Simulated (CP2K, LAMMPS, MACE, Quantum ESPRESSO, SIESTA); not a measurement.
# Ranking relaxed geometries by hand: amorphous carbon (64 atoms)

The cell holds 64 atoms (64 C). Recipe: 64 atoms (64 C) placed at random at 1.74 g/cm³, melted at 5500 K for 10 ps at fixed volume with the LCBOP (Los and Fasolino, Phys. Rev. B 68, 024107 (2003)). Quenched from 5500 K to 300 K at 100 K/ps and fixed volume, held 5 ps.

Each method relaxed the atoms from this start in the fixed cell; Quantum ESPRESSO 7.5 (PBE; plane waves, SSSP efficiency, 45/360 Ry; k-points Γ) then solved the start and every end.

| geometry | free energy (eV) | r.m.s. force (eV/Å) |
| --- | --- | --- |
| start | -15984.698 | 1.619 |
| end of MACE MPA-0 medium | -15991.145 | 0.777 |
| end of CP2K double zeta | -16000.376 | 0.058 |
| end of SIESTA DZP | -15995.455 | 0.473 |

**Question.** Find the energy that each relaxation gains per atom at this level, and what share of the best gain each reaches. Compare the gap between best and worst with kT at 300 K (25.9 meV).

Worked:

MACE MPA-0 medium: -15984.698 − (-15991.145) = 6.447 eV, or 100.7 meV an atom; 41 % of the best.

CP2K double zeta: -15984.698 − (-16000.376) = 15.678 eV, or 245.0 meV an atom; 100 % of the best.

SIESTA DZP: -15984.698 − (-15995.455) = 10.757 eV, or 168.1 meV an atom; 69 % of the best.

CP2K double zeta gains most. MACE MPA-0 medium ends 9.231 eV higher for the cell, 144.2 meV an atom, which is 5.6 kT an atom and 356 kT for the cell.

Limits: no end is a minimum of this level; CP2K double zeta and SIESTA DZP stopped short of the threshold.

[Hosts, paths, dates, database ids (printed as entryN), source tags and the programs' standing remarks are cut or masked in the printed files.]
